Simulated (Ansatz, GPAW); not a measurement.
## How CuAgI2 (model structure) absorbs and reflects light

Wanted: where CuAgI2 (model structure) starts to absorb, how strongly, and its refractive index. The structure is a model built here, which may or may not match a known phase. It was built so: 1 of the 2 Cu atoms of the cell replaced by Ag in the P4/nmm structure of CuI. The cell is first relaxed with Ansatz.

Program: GPAW 26.7.0. Level of theory: DFT, revPBE, plane-wave PAW (GPAW data sets), scalar-relativistic, RPA, optical limit. Results are calculated unless marked as measured.

This is a report of a sequence of runs, with most program output left out.

**1. Starting point**

Symmetry: P-4m2, No. 115, tetragonal system. The conventional cell has a = 4.178 Å, b = 4.178 Å, c = 6.693 Å, α = 90.00°, β = 90.00°, γ = 90.00°. I has 2 Ag at 2.71 Å and 2 Cu at 2.71 Å nearest. Nearest to Ag lie 4 I at 2.71 Å and 4 Cu at 2.95 Å. Nearest to Cu lie 4 I at 2.71 Å and 4 Ag at 2.95 Å. 1 of the 2 Cu atoms of the cell replaced by Ag in the P4/nmm structure of CuI. Farther neighbours and most contacts between anions are not listed.

As a file:

```cif
data_structure
_symmetry_space_group_name_H-M 'P-4m2'
_symmetry_Int_Tables_number 115
_cell_length_a 4.1785
_cell_length_b 4.1785
_cell_length_c 6.6929
_cell_angle_alpha 90.000
_cell_angle_beta 90.000
_cell_angle_gamma 90.000
_cell_volume 116.86
loop_
_atom_site_label
_atom_site_type_symbol
_atom_site_symmetry_multiplicity
_atom_site_Wyckoff_symbol
_atom_site_fract_x
_atom_site_fract_y
_atom_site_fract_z
_atom_site_occupancy
I1 I 2 g 0.00000 0.50000 0.74303 1
Ag1 Ag 1 a 0.00000 0.00000 0.00000 1
Cu1 Cu 1 b 0.50000 0.50000 0.00000 1
```

**2. Relaxation**

The structure was built or cut out here, so it is relaxed before any spectrum is computed.

This step: DFT, revPBE, plane-wave PAW, default files, scalar-relativistic, relaxation (Ansatz 0.2.0).

The input, input.yaml:

```yaml
crystal:
  lattice:
    - [4.17849009, 0.0, 0.0]
    - [0.0, 4.17849009, 0.0]
    - [0.0, 0.0, 6.6928825]
  atoms:
    - { symbol: I, position: [0.0, 0.5, 0.74303436] }
    - { symbol: I, position: [0.5, 0.0, 0.25696564] }
    - { symbol: Ag, position: [0.0, 0.0, 0.0] }
    - { symbol: Cu, position: [0.5, 0.5, 0.0] }
kpoints:
  mp_grid: { grid: [6, 6, 4] }
scf:
  occupations: { method: fermi_dirac, width: 0.05 }
hamiltonian:
  xc: revpbe
output:
  forces: true
  stress: true
  write_density: true
  write_potential: true
  elf: true
  volumetric_format: npy
relax:
  f_tol: 0.02
  max_steps: 50
  cell: {}
```

Started as:

```sh
$ ansatz run input.yaml --threads 1 --pin off --max-ram 4096MiB --backend cpu --events-out ev --progress --plain --runs-dir out
```

Elapsed: 5.8 min, on 1 thread of Arm Neoverse V2, shared host; peak memory 0.54 GiB.

The steps of the relaxation:

```
step  energy less that of the first step (eV)  largest force component (eV/Å)  pressure (GPa)  volume (Å³)
   1                                   0.0000                          1.1433            6.41       116.86
   2                                  -0.2464                          0.6096           -1.05       133.32
   3                                  -0.3473                          0.1376           -0.09       141.12
   4                                  -0.3591                          0.0772            0.25       146.92
   5                                  -0.3609                          0.0332            0.09       147.62
   6                                  -0.3620                          0.0010           -0.01       148.06
  7*                                  -0.3743                          0.0022            0.16       148.06
   8                                  -0.3819                          0.0001            0.10       152.84
   9                                  -0.3887                          0.0114            0.08       158.87
  10                                  -0.3892                          0.0178            0.03       164.60
  11                                  -0.3901                          0.0011            0.00       162.82
  12                                  -0.3900                          0.0004            0.00       163.15
 13*                                  -0.3938                          0.0008            0.03       163.15
  14                                  -0.3948                          0.0019            0.02       165.93
  15                                  -0.3959                          0.0174            0.06       171.94
  16                                  -0.3950                          0.0062            0.01       178.16
  17                                  -0.3959                          0.0103           -0.02       175.14
  18                                  -0.3958                          0.0023            0.01       175.79
 19*                                  -0.3978                          0.0020            0.01       175.79
```

Relaxation steps marked * repeat the geometry before them on a plane-wave basis chosen anew for their cell, so energy and pressure can jump there.

Forces are held to the 8 operations that the run works with; a distortion that breaks them can't arise in this run.

```
     cell as run  before  after   change
           a (Å)   4.178  4.435   +6.2 %
           b (Å)   4.178  4.435   +6.2 %
           c (Å)   6.693  8.935  +33.5 %
volume (Å³/atom)   29.21  43.95  +50.4 %
```

The atoms that moved most (Å, as changes of fractional coordinates times the final cell):

```
atom     dx     dy      dz  length
  I2  0.000  0.000  -0.525   0.525
  I1  0.000  0.000   0.525   0.525
```

Final coordinates:

```xyz
4
Lattice="4.4355 0.0000 0.0000 0.0000 4.4355 0.0000 0.0000 0.0000 8.9355" Properties=species:S:1:pos:R:3 pbc="T T T"
I     0.0000    2.2177    7.1641
I     2.2177    0.0000    1.7714
Ag    0.0000    0.0000    0.0000
Cu    2.2177    2.2177    0.0000
```

The relaxation ends with a largest force component of 0.0020 eV/Å and a pressure of 0.01 GPa.

**3. Ground state**

First the ground state: is it a metal or has it a gap?

This step: DFT, revPBE, plane-wave PAW (GPAW data sets), scalar-relativistic, ground state (GPAW 26.7.0).

The input, gs.py:

```python
from ase import Atoms
from ase.dft.bandgap import bandgap
from gpaw import GPAW, PW, FermiDirac

atoms = Atoms(['I', 'I', 'Ag', 'Cu'],
              cell=[[4.43547319, 0.00000000, 0.00000000],
                    [0.00000000, 4.43547319, 0.00000000],
                    [0.00000000, 0.00000000, 8.93549745]],
              scaled_positions=[[1.00000000, 0.50000000, 0.80175570],
                                [0.50000000, 0.00000000, 0.19824430],
                                [1.00000000, 0.00000000, 0.00000000],
                                [0.50000000, 0.50000000, 0.00000000]],
              pbc=[True, True, True])
atoms.calc = GPAW(mode=PW(450), xc='revPBE', kpts={'size': (5, 5, 3), 'gamma': True},
                  occupations=FermiDirac(0.05), maxiter=150, txt='gs.txt')
print('energy (eV)', atoms.get_potential_energy())
print('Fermi level (eV)', atoms.calc.get_fermi_level())
print('valence electrons', atoms.calc.get_number_of_electrons())
print('gap (eV)', bandgap(atoms.calc, output=None)[0])
print('direct gap (eV)', bandgap(atoms.calc, direct=True, output=None)[0])
atoms.calc.write('gs.gpw')
```

Started as:

```sh
$ OMP_NUM_THREADS=1 python gs.py
```

The job ended after 22 s (1 thread; peak memory 0.2 GiB).

This step gave:

- energy: -8.947 eV
- Fermi energy: 1.910 eV
- gap on the k-mesh: 1.838 eV
- direct gap on the mesh: 1.838 eV
- electrons: 42

There is a gap, 1.84 eV on this mesh (points off the mesh can give less), so no carriers' term is needed.

**4. Bands for the response**

At the fixed density, many empty bands are solved on the mesh of the response, since the spectrum sums over them.

This step: DFT, revPBE, plane-wave PAW (GPAW data sets), scalar-relativistic, bands at fixed density (GPAW 26.7.0).

The input, nscf.py:

```python
from ase.dft.bandgap import bandgap
from gpaw import GPAW, FermiDirac

calc = GPAW('gs.gpw').fixed_density(kpts={'size': (6, 6, 4), 'gamma': True}, nbands=51, convergence={'bands': 45},
                                    occupations=FermiDirac(0.001), txt='nscf.txt')
print('gap (eV)', bandgap(calc, output=None)[0])
print('direct gap (eV)', bandgap(calc, direct=True, output=None)[0])
calc.write('full.gpw', mode='all')
```

Started as:

```sh
$ OMP_NUM_THREADS=1 python nscf.py
```

The job ended after 2 min (1 thread; peak memory 0.31 GiB).

**5. Dielectric function, RPA**

Transitions between filled and empty bands, summed over the zone, give the optical response, so mesh, band count and broadening shape it.

The induced potential is part of this response.

This step: DFT, revPBE, plane-wave PAW (GPAW data sets), scalar-relativistic, RPA, optical limit (GPAW 26.7.0).

The input, df.py:

```python
from gpaw.response.df import DielectricFunction

df = DielectricFunction('full.gpw', frequencies={'type': 'nonlinear', 'domega0': 0.03, 'omega2': 8},
                        ecut=30,
                        eta=0.1,
                        nbands=45,
                        txt='df.txt')
for direction in ['x', 'z']:
    df.get_dielectric_function(xc='RPA', direction=direction, filename=f'df_{direction}.csv')
```

Started as:

```sh
$ OMP_NUM_THREADS=1 python df.py
```

It took 19 s on 1 thread; peak memory 0.37 GiB.

This step gave:

```
electronic dielectric constant ε∞, mean over x, y and z (by symmetry where fewer were run) : 3.261
```

The Im ε has structure finer than the step of the table below, so its rows give means over 0.25 eV, whole bins alone (the curve runs from 0 to 9.62 eV). Peaks (eV: height): E ∥ x 2.819: 1.87, 4.700: 4.31, 5.416: 5.10, 6.334: 4.80; E ∥ z 7.210: 1.52, 9.483: 2.25.

Sum at mesh points, not converged in k; values under the direct gap are tails of Lorentzian lines. Im ε against photon energy; means over each step:

```
photon energy (eV)    E ∥ x    E ∥ z
              0.25  0.00705  0.00133
              0.50   0.0148  0.00272
              0.75   0.0241  0.00423
              1.00   0.0369  0.00595
              1.25   0.0577  0.00804
              1.50    0.106   0.0108
              1.75    0.346   0.0151
              2.00    0.697   0.0247
              2.25     1.11   0.0648
              2.50     1.14    0.119
              2.75     1.48    0.186
              3.00     1.21    0.217
              3.25    0.976    0.293
              3.50     1.24    0.311
              3.75     1.38    0.442
              4.00     1.39    0.439
              4.25     1.60    0.456
              4.50     2.58    0.460
              4.75     4.09    0.471
              5.00     3.55    0.690
              5.25     4.40    0.670
              5.50     4.57    0.841
              5.75     3.54    0.798
              6.00     4.15    0.922
              6.25     4.59    0.845
              6.50     4.46    0.929
              6.75     3.94     1.16
              7.00     4.09     1.30
              7.25     3.78     1.44
              7.50     3.37     1.16
              7.75     2.96     1.20
              8.00     2.64     1.44
              8.25     1.95     1.67
              8.50     1.82     1.91
              8.75     1.82     1.97
              9.00     1.72     1.97
              9.25     1.39     2.01
```

The reflectivity at normal incidence has structure finer than the step of the table below, so its rows give means over 0.25 eV, whole bins alone (the curve runs from 0 to 9.62 eV). Peaks (eV: height): E ∥ x 2.741: 14.5, 4.654: 22.4, 5.466: 24.2, 7.612: 28.5, 8.026: 31.9, 9.088: 24.7; E ∥ z 5.867: 7.37, 7.153: 8.79, 9.483: 11.9.

Sum at mesh points, not converged in k. Table of reflectivity at normal incidence by photon energy; means over each step:

```
photon energy (eV)  E ∥ x (%)  E ∥ z (%)
              0.25       10.2       4.27
              0.50       10.3       4.29
              0.75       10.4       4.33
              1.00       10.7       4.38
              1.25       11.1       4.45
              1.50       11.8       4.55
              1.75       12.9       4.69
              2.00       13.1       4.89
              2.25       13.7       5.13
              2.50       12.3       5.34
              2.75       13.7       5.36
              3.00       11.0       5.58
              3.25       12.0       5.50
              3.50       13.2       5.86
              3.75       13.2       5.80
              4.00       14.2       5.69
              4.25       15.5       5.67
              4.50       19.7       5.79
              4.75       21.3       6.28
              5.00       18.9       6.68
              5.25       21.8       6.50
              5.50       22.7       6.84
              5.75       18.2       6.67
              6.00       20.7       6.73
              6.25       23.2       6.57
              6.50       24.7       7.37
              6.75       23.1       8.01
              7.00       24.7       8.29
              7.25       26.9       8.08
              7.50       27.0       6.85
              7.75       26.4       7.67
              8.00       30.6       8.75
              8.25       26.8       9.58
              8.50       22.8       10.4
              8.75       20.7       10.3
              9.00       24.0       10.3
              9.25       23.4       10.5
```

The loss function −Im 1/ε at q → 0 has structure finer than the step of the table below, so its rows give means over 0.5 eV, whole bins alone (the curve runs from 0 to 9.62 eV). Peaks (eV: height): E ∥ z 7.32: 0.200.

Sum at mesh points, not converged in k; values under the direct gap are tails of Lorentzian lines. Table of loss function −Im 1/ε at q → 0 by energy loss; means over each step:

```
energy loss (eV)    E ∥ x    E ∥ z
             0.5  0.00105   5.1e-4
             1.0  0.00247  0.00109
             1.5  0.00690  0.00194
             2.0   0.0333  0.00467
             2.5   0.0614   0.0193
             3.0   0.0789   0.0346
             3.5   0.0641   0.0481
             4.0   0.0645   0.0660
             4.5   0.0711   0.0650
             5.0    0.125   0.0833
             5.5    0.171    0.103
             6.0    0.173    0.119
             6.5    0.211    0.115
             7.0    0.243    0.155
             7.5    0.301    0.173
             8.0    0.373    0.160
             8.5    0.539    0.201
             9.0    0.578    0.243
```

The Im ε, E ∥ x has structure finer than the step of the table below, so its rows give means over 0.25 eV, whole bins alone (the curve runs from 0 to 9.62 eV). Peaks (eV: height): without local fields 2.819: 1.93, 4.793: 5.27, 5.416: 6.54, 6.334: 6.87; with local fields 2.819: 1.87, 4.700: 4.31, 5.416: 5.10, 6.334: 4.80.

Sum at mesh points, not converged in k; values under the direct gap are tails of Lorentzian lines. The Im ε, E ∥ x by photon energy; means over each step:

```
photon energy (eV)  without local fields  with local fields
              0.25               0.00790            0.00705
              0.50                0.0165             0.0148
              0.75                0.0268             0.0241
              1.00                0.0407             0.0369
              1.25                0.0629             0.0577
              1.50                 0.114              0.106
              1.75                 0.361              0.346
              2.00                 0.723              0.697
              2.25                  1.16               1.11
              2.50                  1.18               1.14
              2.75                  1.54               1.48
              3.00                  1.20               1.21
              3.25                 0.989              0.976
              3.50                  1.28               1.24
              3.75                  1.47               1.38
              4.00                  1.58               1.39
              4.25                  1.87               1.60
              4.50                  3.17               2.58
              4.75                  5.13               4.09
              5.00                  4.58               3.55
              5.25                  5.52               4.40
              5.50                  5.71               4.57
              5.75                  4.80               3.54
              6.00                  5.72               4.15
              6.25                  6.48               4.59
              6.50                  6.43               4.46
              6.75                  5.71               3.94
              7.00                  5.95               4.09
              7.25                  4.99               3.78
              7.50                  4.25               3.37
              7.75                  3.34               2.96
              8.00                  2.56               2.64
              8.25                  2.19               1.95
              8.50                  2.12               1.82
              8.75                  2.05               1.82
              9.00                  1.74               1.72
              9.25                  1.46               1.39
```

From ε follow the optical constants at some laser and lamp lines:

```
wavelength (nm)   n x    k x  R (%) x   1/α x   n z    k z  R (%) z   1/α z
           1550  1.96  0.007     10.5   18 µm  1.53  0.001      4.3   83 µm
            800  2.06  0.029     12.0  2.2 µm  1.54  0.004      4.6   17 µm
            633  2.13  0.162     13.2  311 nm  1.56  0.007      4.8  7.3 µm
            450  2.14  0.377     14.5   95 nm  1.60  0.058      5.3  616 nm
            405  1.92  0.257     10.7  125 nm  1.62  0.076      5.7  425 nm
            308  2.16  0.333     14.4   74 nm  1.61  0.139      5.7  176 nm
            248  2.11  0.801     18.2   25 nm  1.66  0.214      6.8   92 nm
```

Below the direct gap, k and the depth come from the tails of the Lorentzian lines, not from transitions.

Rows near the edge hang on the gap, which this functional as a rule makes too small, and phonon-assisted absorption is left out.

**6. Results**

| Item | Value |
| --- | --- |
| electronic dielectric constant ε∞, mean over x, y and z (by symmetry where fewer were run) (RPA) | 3.26 |

At this level (revPBE, RPA) CuAgI2 has a mean ε∞ = 3.26 and n = 1.96 at 1550 nm (E ∥ x). The cell grew by 50.4 % in volume. On the mesh the gap is 1.84 eV and the least direct gap 1.84 eV. Local fields change the static value along x from 4.22 to 3.74 (-11 %). The static values by axis are 3.74 (x), 2.31 (z). Excitons and phonon-assisted transitions are missing; revPBE gaps are as a rule too small, which pulls the onset down and ε∞ up. Spin-orbit coupling is left out although heavy atoms are present. The curves end at 10 eV, about where the summed bands run out. The cell grew by 50 % in the relaxation, which can come from the guessed start or, where layers or molecules are weakly bound, from the missing dispersion term; a larger cell lowers ε. In this version of GPAW the matrix elements of the optical limit are incomplete, which can lower ε − 1 by up to a tenth where first-row anions or d states rule, and shift it by more in d metals. The sum runs over mesh points 0.24 Å⁻¹ apart with no interpolation, so peaks are partly noise of the mesh and static values carry its error. Besides steps told in other documents, this task had 1 step that the program refused or didn't finish and 1 run with a known fault of program or setting; those not told in a step above aren't shown.

[Machine, clock and banner lines and Python warnings are left out of the logs.]

[Logs are printed without paths, hosts, clocks, repeated set-up lines and the standing remarks that a program may print on its own settings, such as how far it seeks lower states.]

[Hosts, paths, dates, database ids (printed as entryN), source tags and the programs' standing remarks are cut or masked in the printed files.]
